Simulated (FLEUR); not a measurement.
# Collinear magnetic orders of Eu with FLEUR, part 2 of 2

Wanted: the moments of Eu and the energy of each order that was tried.

FLEUR MaX-R8.1; PBE with U = 6.7 eV, J = 0.7 eV on Eu f; all-electron FLAPW, Dirac cores, scalar-relativistic bands.

So far, largest spin moment in the muffin-tin sphere (μB): step 2 (start 1: ferro +) 7.03; step 3 (start 2: antiferro q=(1/2,1/2,1/2) +-) 6.99.

The database entry behind the starting cell differs from later determinations by our own check (about 0.5 % long), so it need not match the best structure at ambient conditions.

### 4. Order 3, typed as antiferro q=(0,0,1/2) +-

An opposed order shows whether neighbours prefer unlike signs.

The cell is doubled to 2 atoms to hold this order. The mesh is halved along the doubled vector, so that both cells sample the same points. The k list default-1 (kpts.xml, not shown) is a Γ-centred 8×8×4 mesh.

inp.xml

```
<?xml version="1.0" encoding="UTF-8" standalone="no"?>
<fleurInput fleurInputVersion="0.39">
   <comment>
      Eu
   </comment>
   <calculationSetup>
      <cutoffs Kmax="3.6" Gmax="10.8" GmaxXC="10.8" numbands="0"/>
      <scfLoop itmax="130" minDistance="0.0001" maxIterBroyd="15" imix="Anderson" alpha="0.05" precondParam="0.0" spinf="2.0" sdNocoIR="T"/>
      <coreElectrons ctail="T" frcor="F" kcrel="0" coretail_lmax="0"/>
      <xcFunctional name="pbe" relativisticCorrections="F"/>
      <magnetism jspins="2"/>
      <soc l_soc="F" theta="0.0" phi="0.0" spav="F"/>
      <expertModes spex="0" secvar="F"/>
      <geometryOptimization l_f="F" forcealpha="1.0" forcemix="BFGS" epsdisp="0.00001" epsforce="0.00001"/>
      <ldaU l_linMix="F" mixParam="0.05" spinf="1.0"/>
   </calculationSetup>
   <cell>
      <bzIntegration valenceElectrons="34.0" mode="hist" fermiSmearingEnergy="0.00183747">
         <kPointListSelection listName="default-1"/>
         <xi:include xmlns:xi="http://www.w3.org/2001/XInclude" href="kpts.xml"> </xi:include>
      </bzIntegration>
      <xi:include xmlns:xi="http://www.w3.org/2001/XInclude" href="sym.xml"> </xi:include>
      <bulkLattice scale="1.0">
         <bravaisMatrix>
            <row-1>   -4.3520392649537998     4.3520392649537998     4.3520392649537998</row-1>
            <row-2>    4.3520392649537998    -4.3520392649537998     4.3520392649537998</row-2>
            <row-3>    8.7040785299075996     8.7040785299075996    -8.7040785299075996</row-3>
         </bravaisMatrix>
      </bulkLattice>
   </cell>
   <atomSpecies>
      <species name="Europium (7.000" element="Eu" atomicNumber="63">
         <mtSphere radius="2.8" gridPoints="925" logIncrement="0.014"/>
         <atomicCutoffs lmax="10" lnonsphr="8"/>
         <electronConfig flipSpins="F">
            <coreConfig>(1s1/2) (2s1/2) (2p1/2) (2p3/2) (3s1/2) (3p1/2) (3p3/2) (4s1/2) (3d3/2) (3d5/2) (4p1/2) (4p3/2) (4d3/2) (4d5/2)</coreConfig>
            <valenceConfig>(5s1/2) (5p1/2) (5p3/2) (6s1/2) (4f5/2) (4f7/2)</valenceConfig>
            <stateOccupation state="(4f5/2)" spinUp="3.0" spinDown="0.0"/>
            <stateOccupation state="(4f7/2)" spinUp="4.0" spinDown="0.0"/>
         </electronConfig>
         <energyParameters s="6" p="6" d="5" f="4"/>
         <ldaU l="3" U="6.7" J="0.7" l_amf="F"/>
         <lo type="SCLO" l="0" n="5" eDeriv="0"/>
         <lo type="SCLO" l="1" n="5" eDeriv="0"/>
      </species>
      <species name="Europium (-7.000" element="Eu" atomicNumber="63">
         <mtSphere radius="2.8" gridPoints="925" logIncrement="0.014"/>
         <atomicCutoffs lmax="10" lnonsphr="8"/>
         <electronConfig flipSpins="F">
            <coreConfig>(1s1/2) (2s1/2) (2p1/2) (2p3/2) (3s1/2) (3p1/2) (3p3/2) (4s1/2) (3d3/2) (3d5/2) (4p1/2) (4p3/2) (4d3/2) (4d5/2)</coreConfig>
            <valenceConfig>(5s1/2) (5p1/2) (5p3/2) (6s1/2) (4f5/2) (4f7/2)</valenceConfig>
            <stateOccupation state="(4f5/2)" spinUp="0.0" spinDown="3.0"/>
            <stateOccupation state="(4f7/2)" spinUp="0.0" spinDown="4.0"/>
         </electronConfig>
         <energyParameters s="6" p="6" d="5" f="4"/>
         <ldaU l="3" U="6.7" J="0.7" l_amf="F"/>
         <lo type="SCLO" l="0" n="5" eDeriv="0"/>
         <lo type="SCLO" l="1" n="5" eDeriv="0"/>
      </species>
   </atomSpecies>
   <atomGroups>
      <atomGroup species="Europium (7.000">
         <relPos label="                   1">.0000000000 .0000000000 .0000000000</relPos>
         <force calculate="T" relaxXYZ="TTT"/>
      </atomGroup>
      <atomGroup species="Europium (-7.000">
         <relPos label="                   2">.0000000000 .0000000000 1.000/2.000</relPos>
         <force calculate="T" relaxXYZ="TTT"/>
      </atomGroup>
   </atomGroups>
   <output dos="F" band="F" slice="F">
      <bandDOS minEnergy="-.5*Htr" maxEnergy="0.5*Htr" sigma="0.015" storeEVData="T"/>
      <plotting iplot="0" polar="F">
         <plot TwoD="T" vec1="  1.0  0.0  0.0" vec2="  0.0  1.0  0.0" vec3="  0.0  0.0  1.0" zero="  0.0  0.0  0.0" file="plot"/>
      </plotting>
      <moessbauerParams electricFieldGradient="F" isomerShift="F" coreHyperfine="F" valenceHyperfine="F"/>
   </output>
</fleurInput>
```

crystal.txt

```
Eu
&input film=F cartesian=F /
-2.30300000000  2.30300000000  2.30300000000
2.30300000000  -2.30300000000  2.30300000000
4.60600000000  4.60600000000  -4.60600000000
1.8897261246
1.0 1.0 1.0

2
63 0.00000000000  0.00000000000  0.00000000000 : 7.000
63 0.00000000000  0.00000000000  0.50000000000 : -7.000

&kpt div1=8 div2=8 div3=4 gamma=T /
```

The run is started by

```sh
> OMP_NUM_THREADS=1 inpgen -f crystal.txt > inpgen.log  # inp.xml is then edited as shown
> OMP_NUM_THREADS=1 mpirun -n 4 fleur_MPI > fleur.log
```

Log:

```text
[banner, memory and clock lines left out]
Welcome to FLEUR        (www.flapw.de)
      MaX-Release 8.1          (www.max-centre.eu)

 ========== k-point set info ==========
 Selected k-point list: default-1
 k-point list type: mesh
 0 x 0 x 0
 Number of k points: 80

 [... set-up left out ...]
 Iteration:     1   Distance:       2.71073569 me/bohr^3
 Iteration:     2   Distance:       2.57077508 me/bohr^3
 Iteration:     3   Distance:       0.42755402 me/bohr^3
 Iteration:     4   Distance:       0.13193524 me/bohr^3
 Iteration:     5   Distance:       0.12964956 me/bohr^3
[...]
[... left out ...]
            <freeEnergy value="-21704.9502221790"/>
            <extrapolationTo0K value="-21704.9498990549"/>
         </totalEnergy>
         [... left out ...]
         <ldaUDensityMatrixConvergence>
            <distance spin="1" distance="0.000001"/>
            <distance spin="2" distance="0.000001"/>
         </ldaUDensityMatrixConvergence>
         <densityConvergence units="me/bohr^3">
            <chargeDensity spin="1" distance="0.0000320253"/>
            <chargeDensity spin="2" distance="0.0000320258"/>
            <overallChargeDensity distance="0.0000299079"/>
            <spinDensity distance="0.0000566398"/>
         </densityConvergence>
      </iteration>
```

It took 59 s on 4 MPI ranks of Intel Xeon Platinum 8488C (Sapphire Rapids), shared host; peak memory 0.38 GiB.

Spin moment in the muffin-tin sphere by atom:

```
atom  spin moment in the muffin-tin sphere (μB)
 Eu1                                       7.02
 Eu2                                      -7.02
```

Numbers from this step:

- free energy: -590621.7839 eV
- program's band gap on this mesh (in a metal only a level spacing): 2.89e-6 eV
- magnetization: 0 μB
- final state: antiferromagnetic

It lies 2.28 meV a seeded atom over the first start, and its largest moment is 7.02 μB against 7.03 μB.

### 5. Another try

An input with a fault is tried, to see how the program answers.

inp.xml

```
<?xml version="1.0" encoding="UTF-8" standalone="no"?>
<fleurInput fleurInputVersion="0.39">
   <comment>
      Eu
   </comment>
   <calculationSetup>
      <cutoffs Kmax="3.6" Gmax="10.8" GmaxXC="10.8" numbands="0"/>
      <scfLoop itmax="100" minDistance="0.0001" maxIterBroyd="15" imix="Anderson" alpha="small" precondParam="0.0" spinf="2.0" sdNocoIR="T"/>
      <coreElectrons ctail="T" frcor="F" kcrel="0" coretail_lmax="0"/>
      <xcFunctional name="pbe" relativisticCorrections="F"/>
      <magnetism jspins="2"/>
      <soc l_soc="F" theta="0.0" phi="0.0" spav="F"/>
      <expertModes spex="0" secvar="F"/>
      <geometryOptimization l_f="F" forcealpha="1.0" forcemix="BFGS" epsdisp="0.00001" epsforce="0.00001"/>
      <ldaU l_linMix="F" mixParam="0.05" spinf="1.0"/>
   </calculationSetup>
   <cell>
      <bzIntegration valenceElectrons="17.0" mode="hist" fermiSmearingEnergy="0.00183747">
         <kPointListSelection listName="default-1"/>
         <xi:include xmlns:xi="http://www.w3.org/2001/XInclude" href="kpts.xml"> </xi:include>
      </bzIntegration>
      <xi:include xmlns:xi="http://www.w3.org/2001/XInclude" href="sym.xml"> </xi:include>
      <bulkLattice scale="1.0">
         <bravaisMatrix>
            <row-1>   -4.3520392649537998     4.3520392649537998     4.3520392649537998</row-1>
            <row-2>    4.3520392649537998    -4.3520392649537998     4.3520392649537998</row-2>
            <row-3>    4.3520392649537998     4.3520392649537998    -4.3520392649537998</row-3>
         </bravaisMatrix>
      </bulkLattice>
   </cell>
   <atomSpecies>
      <species name="Europium (7.000" element="Eu" atomicNumber="63">
         <mtSphere radius="2.8" gridPoints="925" logIncrement="0.014"/>
         <atomicCutoffs lmax="10" lnonsphr="8"/>
         <electronConfig flipSpins="F">
            <coreConfig>(1s1/2) (2s1/2) (2p1/2) (2p3/2) (3s1/2) (3p1/2) (3p3/2) (4s1/2) (3d3/2) (3d5/2) (4p1/2) (4p3/2) (4d3/2) (4d5/2)</coreConfig>
            <valenceConfig>(5s1/2) (5p1/2) (5p3/2) (6s1/2) (4f5/2) (4f7/2)</valenceConfig>
            <stateOccupation state="(4f5/2)" spinUp="3.0" spinDown="0.0"/>
            <stateOccupation state="(4f7/2)" spinUp="4.0" spinDown="0.0"/>
         </electronConfig>
         <energyParameters s="6" p="6" d="5" f="4"/>
         <ldaU l="3" U="6.7" J="0.7" l_amf="F"/>
         <lo type="SCLO" l="0" n="5" eDeriv="0"/>
         <lo type="SCLO" l="1" n="5" eDeriv="0"/>
      </species>
   </atomSpecies>
   <atomGroups>
      <atomGroup species="Europium (7.000">
         <relPos label="                   1">.0000000000 .0000000000 .0000000000</relPos>
         <force calculate="T" relaxXYZ="TTT"/>
      </atomGroup>
   </atomGroups>
   <output dos="F" band="F" slice="F">
      <bandDOS minEnergy="-.5*Htr" maxEnergy="0.5*Htr" sigma="0.015" storeEVData="T"/>
      <plotting iplot="0" polar="F">
         <plot TwoD="T" vec1="  1.0  0.0  0.0" vec2="  0.0  1.0  0.0" vec3="  0.0  0.0  1.0" zero="  0.0  0.0  0.0" file="plot"/>
      </plotting>
      <moessbauerParams electricFieldGradient="F" isomerShift="F" coreHyperfine="F" valenceHyperfine="F"/>
   </output>
</fleurInput>
```

crystal.txt

```
Eu
&input film=F cartesian=F /
-2.30300000000  2.30300000000  2.30300000000
2.30300000000  -2.30300000000  2.30300000000
2.30300000000  2.30300000000  -2.30300000000
1.8897261246
1.0 1.0 1.0

1
63 0.00000000000  0.00000000000  0.00000000000 : 7.000

&kpt div1=8 div2=8 div3=8 gamma=T /
```

Log:

```text
Welcome to FLEUR        (www.flapw.de)
      MaX-Release 8.1          (www.max-centre.eu)
 Unknown character string found: small
 Defined variables:
Pi = 3.1415926536
Deg = .0174532925
Ang = 1.8897261248
nm = 18.8972612477
pm = .0188972612
Bohr = 1.0000000000
Htr = 1.0000000000
eV = .0367493222
Ry = .5000000000
up = 999.0000000000
down = -999.0000000000
**************FLEUR-Error*****************
Error message: Error in expression:Unknown character string found: small
Error occurred in subroutine: calculator
Error from PE:0/4
*****************************************

Memory (rank 0): 0.031 GB (peak 0.027 GB)
```

Run time: 2.7 s. Hardware: 4 MPI ranks; peak memory 0.12 GiB.

The program refused the input before any cycle.

The program's message: “Error in expression:Unknown character string found: small”

The fault in the input: a word for a number.

The field takes a number or an expression of known constants, and this word is neither.

### 6. The states side by side

Free energies are divided by the number of seeded atoms, so that cells of unlike size compare. Wavevectors q in the names are fractions of the primitive cell's reciprocal vectors.

Orders:

```
                       start        final state  typed order kept  energy over the lowest (meV a seeded atom)  largest sphere moment (μB)  net moment (μB a primitive cell)  mesh matched  CPU time (s)
                     ferro +      ferromagnetic               yes                                           0                       7.034                             7.334           yes         36.98
antiferro q=(1/2,1/2,1/2) +-  antiferromagnetic               yes                                       13.46                       6.989                                 0           yes         111.6
    antiferro q=(0,0,1/2) +-  antiferromagnetic               yes                                        2.28                       7.017                                 0           yes         235.4
```

### 7. Spin–orbit coupling, moments along [001]

Spin–orbit coupling ties the spins to the lattice and lets orbital moments form.

A new self-consistent run of the start ferro +, with the moments along z. Here n_mmp_mat seeds f states of whole m by Hund's three rules. The k list default-1 (kpts.xml, not shown) is a Γ-centred 8×8×8 mesh.

inp.xml

```
<?xml version="1.0" encoding="UTF-8" standalone="no"?>
<fleurInput fleurInputVersion="0.39">
   <comment>
      Eu
   </comment>
   <calculationSetup>
      <cutoffs Kmax="3.6" Gmax="10.8" GmaxXC="10.8" numbands="37"/>
      <scfLoop itmax="130" minDistance="0.0001" maxIterBroyd="15" imix="Anderson" alpha="0.05" precondParam="0.0" spinf="2.0" sdNocoIR="T"/>
      <coreElectrons ctail="T" frcor="F" kcrel="0" coretail_lmax="0"/>
      <xcFunctional name="pbe" relativisticCorrections="F"/>
      <magnetism jspins="2"/>
      <soc l_soc="T" theta="0.0" phi="0.0" spav="F"/>
      <expertModes spex="0" secvar="F"/>
      <geometryOptimization l_f="F" forcealpha="1.0" forcemix="BFGS" epsdisp="0.00001" epsforce="0.00001"/>
      <ldaU l_linMix="F" mixParam="0.05" spinf="1.0"/>
   </calculationSetup>
   <cell>
      <bzIntegration valenceElectrons="17.0" mode="hist" fermiSmearingEnergy="0.00183747">
         <kPointListSelection listName="default-1"/>
         <xi:include xmlns:xi="http://www.w3.org/2001/XInclude" href="kpts.xml"> </xi:include>
      </bzIntegration>
      <xi:include xmlns:xi="http://www.w3.org/2001/XInclude" href="sym.xml"> </xi:include>
      <bulkLattice scale="1.0">
         <bravaisMatrix>
            <row-1>   -4.3520392649537998     4.3520392649537998     4.3520392649537998</row-1>
            <row-2>    4.3520392649537998    -4.3520392649537998     4.3520392649537998</row-2>
            <row-3>    4.3520392649537998     4.3520392649537998    -4.3520392649537998</row-3>
         </bravaisMatrix>
      </bulkLattice>
   </cell>
   <atomSpecies>
      <species name="Europium (7.000" element="Eu" atomicNumber="63">
         <mtSphere radius="2.8" gridPoints="925" logIncrement="0.014"/>
         <atomicCutoffs lmax="10" lnonsphr="8"/>
         <electronConfig flipSpins="F">
            <coreConfig>(1s1/2) (2s1/2) (2p1/2) (2p3/2) (3s1/2) (3p1/2) (3p3/2) (4s1/2) (3d3/2) (3d5/2) (4p1/2) (4p3/2) (4d3/2) (4d5/2)</coreConfig>
            <valenceConfig>(5s1/2) (5p1/2) (5p3/2) (6s1/2) (4f5/2) (4f7/2)</valenceConfig>
            <stateOccupation state="(4f5/2)" spinUp="3.0" spinDown="0.0"/>
            <stateOccupation state="(4f7/2)" spinUp="4.0" spinDown="0.0"/>
         </electronConfig>
         <energyParameters s="6" p="6" d="5" f="4"/>
         <ldaU l="3" U="6.7" J="0.7" l_amf="F"/>
         <lo type="SCLO" l="0" n="5" eDeriv="0"/>
         <lo type="SCLO" l="1" n="5" eDeriv="0"/>
      </species>
   </atomSpecies>
   <atomGroups>
      <atomGroup species="Europium (7.000">
         <relPos label="                   1">.0000000000 .0000000000 .0000000000</relPos>
         <force calculate="T" relaxXYZ="TTT"/>
      </atomGroup>
   </atomGroups>
   <output dos="F" band="F" slice="F">
      <bandDOS minEnergy="-.5*Htr" maxEnergy="0.5*Htr" sigma="0.015" storeEVData="T"/>
      <plotting iplot="0" polar="F">
         <plot TwoD="T" vec1="  1.0  0.0  0.0" vec2="  0.0  1.0  0.0" vec3="  0.0  0.0  1.0" zero="  0.0  0.0  0.0" file="plot"/>
      </plotting>
      <moessbauerParams electricFieldGradient="F" isomerShift="F" coreHyperfine="F" valenceHyperfine="F"/>
   </output>
</fleurInput>
```

crystal.txt

```
Eu
&input film=F cartesian=F /
-2.30300000000  2.30300000000  2.30300000000
2.30300000000  -2.30300000000  2.30300000000
2.30300000000  2.30300000000  -2.30300000000
1.8897261246
1.0 1.0 1.0

1
63 0.00000000000  0.00000000000  0.00000000000 : 7.000

&soc 0.0000000 0.0000000 /
&kpt div1=8 div2=8 div3=8 gamma=T /
```

Log:

```text
[banner, memory and clock lines left out]
Welcome to FLEUR        (www.flapw.de)
      MaX-Release 8.1          (www.max-centre.eu)

 ========== k-point set info ==========
 Selected k-point list: default-1
 k-point list type: mesh
 0 x 0 x 0
 Number of k points: 80

 [... set-up left out ...]
 Iteration:     1   Distance:       2.74004741 me/bohr^3
 Iteration:     2   Distance:       2.59518928 me/bohr^3
 Iteration:     3   Distance:       0.57524722 me/bohr^3
 Iteration:     4   Distance:       0.17191263 me/bohr^3
 Iteration:     5   Distance:       0.17075471 me/bohr^3
 Iteration:     6   Distance:       0.11346255 me/bohr^3
 Iteration:     7   Distance:       0.05482987 me/bohr^3
 Iteration:     8   Distance:       0.03450101 me/bohr^3
 Iteration:     9   Distance:       0.06160065 me/bohr^3
 Iteration:    10   Distance:       0.01103738 me/bohr^3
 Iteration:    11   Distance:       0.01181745 me/bohr^3
 Iteration:    12   Distance:       0.00196767 me/bohr^3
 Iteration:    13   Distance:       0.00097795 me/bohr^3
 Iteration:    14   Distance:       0.00014979 me/bohr^3
 Iteration:    15   Distance:       0.00007319 me/bohr^3

 ********************************************************************
 Run finished successfully
 Stop message:
   all done
 ********************************************************************

--- out.xml (last complete iteration) ---
<iteration numberForCurrentRun="   15" overallNumber="   15">
         [... left out ...]
         <bandgap value="0.0000000000" units="eV"/>
         <sumValenceSingleParticleEnergies value="-4.6213351769" units="Htr"/>
         <FermiEnergy value="0.1869090479" units="Htr"/>
         [... left out ...]
         <magneticMomentsInMTSpheres units="muBohr">
            <globalMagMoment atomType="1" vec="0.00000   0.00000   7.02765"/>
         </magneticMomentsInMTSpheres>
         <orbitalMomentsInMTSpheres units="muBohr">
            <globalMagMoment atomType="1" vec="0.00000   0.00000  -0.01041"/>
         </orbitalMomentsInMTSpheres>
         [... left out ...]
         <totalEnergy value="   -10852.4837501570" units="Htr">
            <sumOfEigenvalues value="    -6681.5198027220">
               <coreElectrons value="-6676.8984675451"/>
               <valenceElectrons value="-4.6213351769"/>
            </sumOfEigenvalues>
         [... left out ...]
            <freeEnergy value="-10852.4841850647"/>
            <extrapolationTo0K value="-10852.4839676108"/>
         </totalEnergy>
         [... left out ...]
         <ldaUDensityMatrixConvergence>
            <distance spin="1" distance="0.000000"/>
            <distance spin="2" distance="0.000000"/>
         </ldaUDensityMatrixConvergence>
         <densityConvergence units="me/bohr^3">
            <chargeDensity spin="1" distance="0.0000367415"/>
            <chargeDensity spin="2" distance="0.0000391870"/>
            <overallChargeDensity distance="0.0000203396"/>
            <spinDensity distance="0.0000731944"/>
         </densityConvergence>
      </iteration>
```

It took 30 s on 4 MPI ranks; peak memory 0.29 GiB.

This step gave:

- free energy: -295311.1389 eV
- program's band gap on this mesh (in a metal only a level spacing): 0 eV
- magnetization: 7.327 μB
- final state: ferromagnetic
- largest moment: 7.028 μB
- orbital moment along the spin: -0.01041 μB

Orbital moment in the sphere, along the spin axis by atom:

```
atom  orbital moment in the sphere, along the spin axis (μB)
 Eu1                                                 -0.0104
```

### 8. Summary of results

```yaml
lowest_state_found: ferromagnetic (typed ferro +)
largest_site_spin_moment: 7.03 μB
next_finished_state: antiferromagnetic, 2.28 meV a seeded atom higher
orbital_moment_on_the_atom_of_largest_spin_along_its_spin_spin_orbit_run: -0.0104 μB
spin_plus_orbital_moment: Eu 7.02 μB
```

The lowest state found is ferromagnetic, reached from the start ferro +, with moments up to 7.03 μB. The two lowest states lie so close that the mesh, the functional or spin–orbit coupling could swap them. The shell is near half filling, where Hund's rules give no orbital moment. This is the lowest of 3 finished starts, no proof of the ground state. The f shell is half filled, so the spin-only picture is fair.

[Logs and program files are shortened in this print: banners, set-up blocks, solver, clock and traceback lines can be left out without a mark of their own.]

[Logs are printed without paths, hosts, clocks, repeated set-up lines and the standing remarks that a program may print on its own settings, such as how far it seeks lower states.]

[Hosts, paths, dates, database ids (printed as entryN), source tags and the programs' standing remarks are cut or masked in the printed files.]

[Where a cell is said to come from a database of computed structures, the database is the Materials Project.]
